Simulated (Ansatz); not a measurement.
# PtC (model cell, started as wurtzite): a soft mode frozen in, part 2 of 2

Which phase does PtC (model cell, started as wurtzite) fall into along its unstable mode, and how much energy does it gain?

Ansatz 0.2.0; DFT LDA, scalar-relativistic, plane waves, PAW.

So far, highest frequency on the path or at a solved wavevector (cm⁻¹): step 2 (response at finite wavevector) 645. Also lowest frequency on the path (cm⁻¹): step 2 -82.1.

The structure was built from a prototype and need not be the compound's stable phase.

## Step 6: Relaxing from the distorted cell

Starting from the lowest point found, all atoms and the cell are let go, so that strain and other modes of the same symmetry can join in.

input.yaml

```yaml
crystal:
  lattice:
    - [3.1586945863, 0.0, 0.0]
    - [0.0, 5.471019509, 0.0]
    - [0.0, 0.0, 5.7777226681]
  atoms:
    - { symbol: Pt, position: [0.0, 0.3131236934, 0.023389131] }
    - { symbol: Pt, position: [0.5, 0.8535429733, -0.0086147824] }
    - { symbol: Pt, position: [0.5, 0.1464570267, 0.4913852176] }
    - { symbol: Pt, position: [0.0, 0.6868763066, 0.523389131] }
    - { symbol: C, position: [0.0, 0.3534925888, 0.4005595247] }
    - { symbol: C, position: [0.5, 0.8131740779, 0.3346661267] }
    - { symbol: C, position: [0.5, 0.1868259221, 0.8346661267] }
    - { symbol: C, position: [0.0, 0.6465074112, 0.9005595247] }
kpoints:
  mp_grid: { grid: [10, 6, 6] }
hamiltonian:
  xc: lda
scf:
  occupations: { method: methfessel_paxton, width: 0.15 }
output:
  forces: true
  stress: true
  eigenvalues: true
relax:
  adjacent_minimum: "off"
  f_tol: 0.002
  max_steps: 120
  cell: { stress_tol: 0.03 }
```

Run with:

```console
> ansatz run input.yaml --threads 4 --pin off --max-ram 7168MiB --backend cpu --events-out ev --progress --plain --runs-dir out
```

Numbers of over 12 decimals in the logs are rounded to 6 here.

What it wrote:

```text
[...]
Crystal: 8 atoms, lattice volume = 99.846 Å³
Basis set: ecut = 420 eV, 1927 PW (Γ)
Bands: 53, of which v1, the nominal top of the filled ones, is band 44 counted from 1 (43 counted from 0)
Symmetry: 4 space group operations
[...]
k-points: 96 of 360 (time reversal used)
[...]
SCF iter   1: F=—  HF=-49944.413220 eV  |F-HF|=—  |Δ(HF+E_count)|=         —  Δρ=1.14e-2  dr2=1.10e-1  ethr=1.77e-3  ⟨swp⟩=5.5  Hψ=18048  notcnv=0
[...]
SCF iter   7: F=-49944.378176 eV  HF=-49944.378176 eV  |F-HF|=1.73e-8  |Δ(HF+E_count)|=   1.32e-7  S|Δr|=    0.00e0  Δρ=6.21e-6  dr2=4.92e-8  ethr=1.14e-10  ⟨swp⟩=8.9  Hψ=19071  notcnv=0
SCF 1 converged in 7 iterations: F = -49944.378176 eV  dr2 = 4.92e-8
[...]
relax step   1: F+E_penalty+E_count = -49944.37817560 eV  Δ(F+E_penalty+E_count) = +0.000e0 eV  max|allowed force component| = 7.512e-1 eV/Å  Δτ_max = 0.0000 Å  P = -4.360 GPa  Ω = 99.846 Å³  (7 SCF iters, dr2 threshold 1.00e-7 eV, accepted)
Crystal: 8 atoms, lattice volume = 97.188 Å³
Basis set: ecut = 420 eV, 1903 PW (Γ)
[...]
SCF iter   6: F=-49944.641161 eV  HF=-49944.641161 eV  |F-HF|=9.87e-8  |Δ(HF+E_count)|=   6.30e-7  S|Δr|=    0.00e0  Δρ=1.04e-5  dr2=1.78e-7  ethr=9.09e-10  ⟨swp⟩=5.8  Hψ=19402  notcnv=0
SCF 2 converged in 6 iterations: F = -49944.641161 eV  dr2 = 1.78e-7
[...]
relax step   2: F+E_penalty+E_count = -49944.64116103 eV  Δ(F+E_penalty+E_count) = -2.630e-1 eV  max|allowed force component| = 6.857e-1 eV/Å  Δτ_max = 0.0815 Å  P = +0.281 GPa  Ω = 97.188 Å³  energy of the carried Pulay correction = +4.891e-3 eV  (6 SCF iters, dr2 threshold 8.00e-7 eV, accepted)
Crystal: 8 atoms, lattice volume = 93.039 Å³
Basis set: ecut = 420 eV, 1813 PW (Γ)
[...]
SCF iter   8: F=-49944.896537 eV  HF=-49944.896537 eV  |F-HF|=4.35e-8  |Δ(HF+E_count)|=   3.39e-7  S|Δr|=    0.00e0  Δρ=1.06e-5  dr2=1.16e-7  ethr=9.09e-10  ⟨swp⟩=5.2  Hψ=18486  notcnv=0
SCF 3 converged in 8 iterations: F = -49944.896537 eV  dr2 = 1.16e-7
relax step   3: F+E_penalty+E_count = -49944.89653665 eV  Δ(F+E_penalty+E_count) = -2.554e-1 eV  max|allowed force component| = 5.006e-1 eV/Å  Δτ_max = 0.1950 Å  P = +5.304 GPa  Ω = 93.039 Å³  energy of the carried Pulay correction = +1.279e-2 eV  (8 SCF iters, dr2 threshold 8.00e-7 eV, accepted)
[... from here on, the SCF cycles and remarks between the steps are left out ...]
relax step   4: F+E_penalty+E_count = -49944.92130824 eV  Δ(F+E_penalty+E_count) = -2.477e-2 eV  max|allowed force component| = 2.438e-1 eV/Å  Δτ_max = 0.0723 Å  P = -0.154 GPa  Ω = 95.526 Å³  energy of the carried Pulay correction = +8.016e-3 eV  (8 SCF iters, dr2 threshold 8.00e-7 eV, accepted)
relax step   5: F+E_penalty+E_count = -49944.94810933 eV  Δ(F+E_penalty+E_count) = -2.680e-2 eV  max|allowed force component| = 1.322e-1 eV/Å  Δτ_max = 0.0475 Å  P = -0.706 GPa  Ω = 95.021 Å³  energy of the carried Pulay correction = +8.975e-3 eV  (7 SCF iters, dr2 threshold 8.00e-7 eV, accepted)
relax step   6: F+E_penalty+E_count = -49944.95544684 eV  Δ(F+E_penalty+E_count) = -7.338e-3 eV  max|allowed force component| = 4.668e-2 eV/Å  Δτ_max = 0.0121 Å  P = -0.013 GPa  Ω = 94.910 Å³  energy of the carried Pulay correction = +9.188e-3 eV  (6 SCF iters, dr2 threshold 8.00e-7 eV, accepted)
relax step   7: F+E_penalty+E_count = -49944.95574939 eV  Δ(F+E_penalty+E_count) = -3.026e-4 eV  max|allowed force component| = 2.254e-2 eV/Å  Δτ_max = 0.0071 Å  P = +0.006 GPa  Ω = 94.869 Å³  energy of the carried Pulay correction = +9.265e-3 eV  (5 SCF iters, dr2 threshold 1.36e-7 eV, accepted)
relax step   8: F+E_penalty+E_count = -49944.95586785 eV  Δ(F+E_penalty+E_count) = -1.185e-4 eV  max|allowed force component| = 1.726e-3 eV/Å  Δτ_max = 0.0020 Å  P = -0.004 GPa  Ω = 94.884 Å³  energy of the carried Pulay correction = +9.237e-3 eV  (5 SCF iters, dr2 threshold 7.39e-8 eV, accepted)
relax step   9: F+E_penalty+E_count = -49944.95124484 eV  Δ(F+E_penalty+E_count) = +4.623e-3 eV  max|allowed force component| = 2.012e-3 eV/Å  Δτ_max = 0.0000 Å  P = -0.054 GPa  Ω = 94.884 Å³  stress off target by 1.36e-1 GPa  SCF on the basis re-selected at this cell (its energy is not comparable with the rows above)  (7 SCF iters)
relax step  10: F+E_penalty+E_count = -49944.95135612 eV  Δ(F+E_penalty+E_count) = -1.113e-4 eV  max|allowed force component| = 3.833e-3 eV/Å  Δτ_max = 0.0006 Å  P = +0.012 GPa  Ω = 94.857 Å³  energy of the carried Pulay correction = +5.621e-5 eV  (4 SCF iters, dr2 threshold 4.65e-8 eV, accepted)
relax step  11: F+E_penalty+E_count = -49944.95135205 eV  Δ(F+E_penalty+E_count) = +4.062e-6 eV  max|allowed force component| = 7.044e-4 eV/Å  Δτ_max = 0.0003 Å  P = -0.001 GPa  Ω = 94.860 Å³  energy of the carried Pulay correction = +5.023e-5 eV  (5 SCF iters, dr2 threshold 9.18e-10 eV, accepted)
[...]
SCF iter   5: F=-49944.951290 eV  HF=-49944.951290 eV  |F-HF|=7.28e-12  |Δ(HF+E_count)|=  7.28e-12  S|Δr|=    0.00e0  Δρ=6.70e-8  dr2=4.88e-12  ethr=1.00e-12  ⟨swp⟩=5.3  Hψ=20807  notcnv=0
SCF 12 converged in 5 iterations: F = -49944.951290 eV  dr2 = 4.88e-12
relax step  12: F+E_penalty+E_count = -49944.95128995 eV  Δ(F+E_penalty+E_count) = +6.211e-5 eV  max|allowed force component| = 6.944e-4 eV/Å  Δτ_max = 0.0000 Å  P = -0.001 GPa  Ω = 94.860 Å³  stress off target by 6.15e-3 GPa  SCF on the basis re-selected at this cell (its energy is not comparable with the rows above)  (5 SCF iters)
[...]
SCF converged after 5 iterations
[...]
Free energy (F): -49944.951290 eV
[...]
Internal energy: -49944.949818 eV  (E = F + TS)
E sigma→0 (E₀):  -49944.950922 eV
Entropy (-TS):   -0.001472 eV (-0.184 meV/atom)
Fermi energy:    17.891271 eV
[...]
--- Forces (eV/Å), atoms counted from 1 ---
  atom   1  Pt     0.00000000    -0.00004290    -0.00004544
  atom   2  Pt     0.00000000    -0.00011419     0.00069447
  atom   3  Pt     0.00000000     0.00011419     0.00069447
  atom   4  Pt     0.00000000     0.00004290    -0.00004544
  atom   5  C      0.00000000     0.00013048     0.00003809
  atom   6  C      0.00000000     0.00015292    -0.00068689
  atom   7  C      0.00000000    -0.00015292    -0.00068689
  atom   8  C      0.00000000    -0.00013048     0.00003809
  max |Σ_I F_I| component: 4.65e-7 eV/Å
--- Stress (GPa, compression-positive) ---
       -0.002127       0.000000       0.000000
        0.000000       0.005607       0.000000
        0.000000       0.000000      -0.006150
  P = ⅓ Tr σ = -0.0009 GPa (-0.009 kbar)
--- Band table (eV; the first three rows and the last of 96) ---
  k-point 0: bands = [... 40 lower, 15.3370, 15.3605, 15.6838, 16.5441, 18.4696, 20.2506, 20.9491, 21.0328, ... 5 higher]
  k-point 1: bands = [... 40 lower, 15.2929, 15.3084, 15.8826, 16.8476, 18.7681, 20.2444, 20.8143, 20.9059, ... 5 higher]
  k-point 2: bands = [... 40 lower, 15.3238, 15.3700, 16.6560, 17.3296, 19.4325, 20.1767, 20.4319, 20.6322, ... 5 higher]
  k-point 95: bands = [... 40 lower, 16.0045, 16.0045, 16.2269, 16.2269, 18.3845, 18.3845, 18.9584, 18.9584, ... 5 higher]
--- Relaxed structure (10 steps of the walk, 10 accepted, 2 SCFs on fresh bases) ---
  F+E_penalty+E_count = -49944.95128995 eV   max|allowed force component| = 6.944e-4 eV/Å   (the final SCF, on the basis selected at the relaxed cell)
  cell:  # Å, volume = 94.8604 Å³
    - [2.998982, 0.0, 0.0]
    - [0.0, 5.678686, 0.0]
    - [0.0, 0.0, 5.570100]
  atoms:
    - { symbol: Pt, position: [0.0, 0.275276, 0.042048] }
    - { symbol: Pt, position: [0.5, 0.831321, -0.030228] }
    - { symbol: Pt, position: [0.5, 0.168679, 0.469772] }
    - { symbol: Pt, position: [0.0, 0.724724, 0.542048] }
    - { symbol: C, position: [0.0, 0.394706, 0.410987] }
    - { symbol: C, position: [0.5, 0.828230, 0.327193] }
    - { symbol: C, position: [0.5, 0.171770, 0.827193] }
    - { symbol: C, position: [0.0, 0.605294, 0.910987] }
```

Run time: 4.4 min. Hardware: 4 threads of Arm Neoverse N1, shared host; peak memory 0.65 GiB.

The steps of the relaxation:

```csv
step,energy less that of the first step (eV),largest force component (eV/Å),pressure (GPa),volume (Å³)
1,0.0000,0.7512,-4.36,99.85
2,-0.2630,0.6857,0.28,97.19
3,-0.5184,0.5006,5.30,93.04
4,-0.5431,0.2438,-0.15,95.53
5,-0.5699,0.1322,-0.71,95.02
6,-0.5773,0.0467,-0.01,94.91
7,-0.5776,0.0225,0.01,94.87
8,-0.5777,0.0017,0.00,94.88
9*,-0.5731,0.0020,-0.05,94.88
10,-0.5732,0.0038,0.01,94.86
11,-0.5732,0.0007,0.00,94.86
12*,-0.5731,0.0007,0.00,94.86
```

Relaxation steps marked * repeat the geometry before them on a plane-wave basis chosen anew for their cell, so energy and pressure can jump there.

Forces are held to the 4 operations that the run works with; a distortion that breaks them can't arise in this run.

```csv
"conventional cell, symmetrised",before,after,change
a (Å),3.159,2.999,-5.1 %
b (Å),5.471,5.679,+3.8 %
c (Å),5.778,5.570,-3.6 %
volume (Å³/atom),12.48,11.86,-5.0 %
```

The atoms that moved most (Å, as changes of fractional coordinates times the final cell):

```csv
atom,dx,dy,dz,length
C8,0.000,-0.234,0.058,0.241
C5,0.000,0.234,0.058,0.241
Pt4,0.000,0.215,0.104,0.239
Pt1,0.000,-0.215,0.104,0.239
Pt3,0.000,0.126,-0.120,0.174
Pt2,0.000,-0.126,-0.120,0.174
C7,0.000,-0.085,-0.042,0.095
C6,0.000,0.085,-0.042,0.095
```

Numbers from this step:

- pressure: -8.90e-4 GPa
- volume per atom: 11.86 Å³

The distorted start has space group Pmc2_1; the relaxation ends in Pmc2_1.

## Step 7: The new phase in its own primitive cell

The relaxed structure is symmetrised, reduced to its primitive cell and relaxed tightly, as its phonons need.

input.yaml

```yaml
crystal:
  lattice:
    - [2.9989819224, 0.0, 0.0]
    - [0.0, 5.6786862195, 0.0]
    - [0.0, 0.0, 5.5701004006]
  atoms:
    - { symbol: Pt, position: [0.0, 0.2752760046, 0.0420476678] }
    - { symbol: Pt, position: [0.5, 0.831321412, 0.9697718892] }
    - { symbol: Pt, position: [0.5, 0.168678588, 0.4697718892] }
    - { symbol: Pt, position: [0.0, 0.7247239954, 0.5420476678] }
    - { symbol: C, position: [0.0, 0.3947063046, 0.4109874507] }
    - { symbol: C, position: [0.5, 0.8282295245, 0.3271929924] }
    - { symbol: C, position: [0.5, 0.1717704755, 0.8271929924] }
    - { symbol: C, position: [0.0, 0.6052936954, 0.9109874507] }
kpoints:
  mp_grid: { grid: [10, 6, 6] }
hamiltonian:
  xc: lda
scf:
  occupations: { method: methfessel_paxton, width: 0.15 }
output:
  forces: true
  stress: true
  eigenvalues: true
relax:
  adjacent_minimum: "off"
  f_tol: 0.001
  max_steps: 60
  cell: { stress_tol: 0.01 }
```

What it wrote:

```text
[...]
Crystal: 8 atoms, lattice volume = 94.860 Å³
Basis set: ecut = 420 eV, 1851 PW (Γ)
Bands: 53, of which v1, the nominal top of the filled ones, is band 44 counted from 1 (43 counted from 0)
Symmetry: 4 space group operations
[...]
k-points: 96 of 360 (time reversal used)
[...]
- [0.0, 0.0, 5.5701004006]
  atoms:
    - { symbol: Pt, position: [0.0, 0.275276, 0.042048] }
    - { symbol: Pt, position: [0.5, 0.831321, 0.969772] }
    - { symbol: Pt, position: [0.5, 0.168679, 0.4697718892] }
    - { symbol: Pt, position: [0.0, 0.724724, 0.542048] }
    - { symbol: C, position: [0.0, 0.3947063046, 0.410987] }
    - { symbol: C, position: [0.5, 0.828230, 0.327193] }
    - { symbol: C, position: [0.5, 0.171770, 0.8271929924] }
    - { symbol: C, position: [0.0, 0.605294, 0.910987] }
[key lines of the parts left out:]
SCF converged after 7 iterations
Free energy (F): -49944.951290 eV
Fermi energy:    17.891271 eV
P = ⅓ Tr σ = -0.0009 GPa (-0.009 kbar)
```

The job ended after 48 s (4 threads; peak memory 0.62 GiB).

Little changed from the start: no atom moved by 0.005 Å and no cell edge by 0.1 %.

Numbers from this step:

```yaml
pressure: -8.84e-4 GPa
```

The largest force component left is 0.69 meV/Å and the pressure is -0.001 GPa, within the tolerances set. The cell now holds 11.86 Å³/atom.

## Step 8: Modes of the new phase, k-mesh 10×6×6

A relaxed structure may still be a saddle point, so its zone-centre modes are computed. No field response is asked, since the mesh shows no gap.

Edit input.yaml of step 7 so:

```diff
@@ -21,9 +21,4 @@
 output:
-  forces: true
-  stress: true
   eigenvalues: true
-relax:
-  adjacent_minimum: "off"
-  f_tol: 0.001
-  max_steps: 60
-  cell: { stress_tol: 0.01 }
+phonons:
+  method: dfpt
```

What it wrote:

```text
zone centre: on kpoints.mp_grid the ground state, and the responses unless they are solved on pairs of k-points, stand on 120 of the mesh's 360 k-points, reduced under 2 symmetry operations, with k and −k counted as one. Each operation leaves every solved displacement unchanged or reverses it
[...]
Crystal: 8 atoms, lattice volume = 94.860 Å³
Basis set: ecut = 420 eV, 1851 PW (Γ), exchange–correlation on 48×80×80 points (8 copies of the dense FFT grid, shifted against one another)
Bands: 53, of which v1, the nominal top of the filled ones, is band 44 counted from 1 (43 counted from 0)
Symmetry: 4 space group operations
k-points: 120 of 360 (irreducible under 2 space group operations, time reversal used)
[...]
SCF iter   1: F=—  HF=-49944.979090 eV  |F-HF|=—  |Δ(HF+E_count)|=         —  Δρ=1.28e-2  dr2=1.01e-1  ethr=1.77e-3  ⟨swp⟩=5.4  Hψ=22098  notcnv=0
[...]
SCF iter  12: F=-49944.951291 eV  HF=-49944.951291 eV  |F-HF|=1.46e-11  |Δ(HF+E_count)|=  7.28e-12  S|Δr|=    0.00e0  Δρ=8.35e-8  dr2=7.31e-12  ethr=1.00e-12  ⟨swp⟩=9.9  Hψ=27631  notcnv=0
SCF 1 converged in 12 iterations: F = -49944.951291 eV  dr2 = 7.31e-12
[...]
DFPT response loops at Γ: preconditioner auto → Kerker (q_TF=auto, 2.694 Å⁻¹) (partly filled bands, converged f_vac=0.001); β = 1.00, the filter's whole step (`scf.mixing.beta` (0.50) is not read by the response loops under this deck's `scf.mixing.preconditioner`; to damp them name `kerker` or `kerker_dos`, under which they read `scf.mixing.beta`, and type it under 1.00, their step now; both keys bind the ground state too); Broyden in place of MSR1
SCF converged after 12 iterations
[...]
Free energy (F): -49944.951291 eV
[...]
Internal energy: -49944.949820 eV  (E = F + TS)
E sigma→0 (E₀):  -49944.950924 eV
Entropy (-TS):   -0.001472 eV (-0.184 meV/atom)
Fermi energy:    17.891271 eV
[...]
--- Band table (eV; the first three rows and the last of 120) ---
  k-point 0: bands = [... 40 lower, 15.3370, 15.3605, 15.6838, 16.5441, 18.4696, 20.2506, 20.9491, 21.0328, ... 5 higher]
  k-point 1: bands = [... 40 lower, 15.2929, 15.3084, 15.8826, 16.8476, 18.7681, 20.2444, 20.8143, 20.9059, ... 5 higher]
  k-point 2: bands = [... 40 lower, 15.3238, 15.3700, 16.6560, 17.3296, 19.4325, 20.1767, 20.4319, 20.6322, ... 5 higher]
  k-point 119: bands = [... 40 lower, 16.0045, 16.0045, 16.2269, 16.2269, 18.3845, 18.3845, 18.9584, 18.9584, ... 5 higher]
--- Phonons (Γ-DFPT): 12 representative perturbations + reference, on 120 of 360 k-points (Σ response iterations 42) ---
  k mesh reduced under 2 symmetry operations, with k and −k counted as one. Each operation leaves every solved displacement unchanged or reverses it
  ASR residual: 6.267e-5 → 0.000e0 eV/Å²; symmetrization residual: 4.582e-6 eV/Å²
  ASR residual per site (eV/Å²): 4.66e-5 6.27e-5 6.27e-5 4.66e-5 3.07e-5 5.72e-5 5.72e-5 3.07e-5
  Γ frequencies (cm⁻¹): 0.00 0.00 0.00 86.18 87.87 100.36 102.28 131.91 155.59 157.52 182.77 195.25 424.34 469.14 503.31 514.37 535.73 552.30 558.99 588.45 704.75 744.49 745.32 775.89
  non-analytic LO–TO correction: not included (Born effective charges unavailable; polar crystals: no LO–TO splitting at Γ)
```

Run time: 7.3 min. Hardware: 4 threads; peak memory 1.9 GiB.

This step gave:

| Quantity | Value |
| --- | --- |
| sum-rule residual before enforcement | 6.27e-5 eV/Å² |
| point group | mm2 |
| highest optical mode at the zone centre (no LO-TO term) | 775.9 cm⁻¹ |
| lowest optical zone-centre mode | 86.18 cm⁻¹ |

Patterns of degenerate modes are one choice out of their space. Modes at Γ, with each element's share of the kinetic energy:

```csv
mode,frequency (cm⁻¹),symmetry,Pt %,C %
1,0.0,acoustic,94,6
2,0.0,acoustic,94,6
3,0.0,acoustic,94,6
4,86.2,A2,96,4
5,87.9,A1,97,3
6,100.4,B2,97,3
7,102.3,A2,97,3
8,131.9,B1,98,2
9,155.6,B2,98,2
10,157.5,A1,99,1
11,182.8,A1,99,1
12,195.2,B2,100,0
13,424.3,A1,4,96
14,469.1,B2,4,96
15,503.3,A1,2,98
16,514.4,B2,4,96
17,535.7,B1,6,94
18,552.3,A2,4,96
19,559.0,A2,4,96
20,588.5,B1,2,98
21,704.8,A1,2,98
22,744.5,A1,2,98
23,745.3,B2,1,99
24,775.9,B2,2,98
```

Displacements in mode 4 (86.2 cm⁻¹), the largest set to 1:
```
Pt1  1.00  0.00  0.00
Pt2 -0.25  0.00  0.00
Pt3  0.25  0.00  0.00
Pt4 -1.00  0.00  0.00
C5   0.14  0.00  0.00
C6  -0.82  0.00  0.00
C7   0.82  0.00  0.00
C8  -0.14  0.00  0.00
```

Displacements in mode 6 (100.4 cm⁻¹), the largest set to 1:
```
Pt1  0.00  0.17  1.00
Pt2  0.00 -0.18 -0.99
Pt3  0.00 -0.18  0.99
Pt4  0.00  0.17 -1.00
C5   0.00 -0.12  0.49
C6   0.00  0.25 -0.89
C7   0.00  0.25  0.89
C8   0.00 -0.12 -0.49
```

Before it was imposed, the acoustic sum rule was missed by 6.3e-5 eV/Å². Small misses are needed for a sound result but don't prove that mesh and cutoff are converged. The lowest optical mode is real, 86.2 cm⁻¹.

## Step 9: Summary of results

```yaml
unstable_mode_of_the_parent: q = (0, -0.5, 0), 76i cm⁻¹
depth_at_the_lowest_point_sampled: 8.69 meV/atom
largest_atomic_shift_at_that_point: 0.22 Å
space_group_reached_within_0p01_a: Pmc2_1
energy_gained_over_the_parent_first_relaxation_on_the_mesh_of_the_frozen_mode: 80.3 meV/atom
volume_per_atom_phase_reached: 11.9 Å³
lowest_optical_zone_centre_mode_phase_reached: 86.2 cm⁻¹
highest_optical_mode_at_the_zone_centre_no_lo_to_term_phase_reached: 776 cm⁻¹
```

**Reading.** Along this mode the structure falls into Pmc2_1, 80.3 meV/atom below the parent. At the parent's cell the well is 8.693 meV/atom deep on the steps tried, with its lowest point at a shift of 0.22 Å. Relaxing atoms and cell changes the gain by +71.61 meV/atom against the lowest step (energies at zero smearing). Most of the total comes from this relaxation. The new phase has no imaginary mode at the zone centre of its cell; other wavevectors were not checked. Of the 2 patterns followed to their end from this parent, this one reaches the lowest energy. Each path keeps the symmetry of its pattern, so a lower phase may lie along a pattern not tried. The q mesh stands for a supercell only 6.3 Å across, so branches between the solved wavevectors are rough. With no gap, or one that is small against the smearing, the frequencies hang on the k mesh and the smearing, most of all near Kohn anomalies. Spin-orbit coupling is left out, which can matter for the heavy elements here. A phonon run warned that its eigensolver left some bands unconverged in a pass. The starting cell was built on a prototype and not taken from a measurement, so the phase need not exist.

[Logs are printed without paths, hosts, clocks, repeated set-up lines and the standing remarks that a program may print on its own settings, such as how far it seeks lower states.]

[Hosts, paths, dates, database ids (printed as entryN), source tags and the programs' standing remarks are cut or masked in the printed files.]
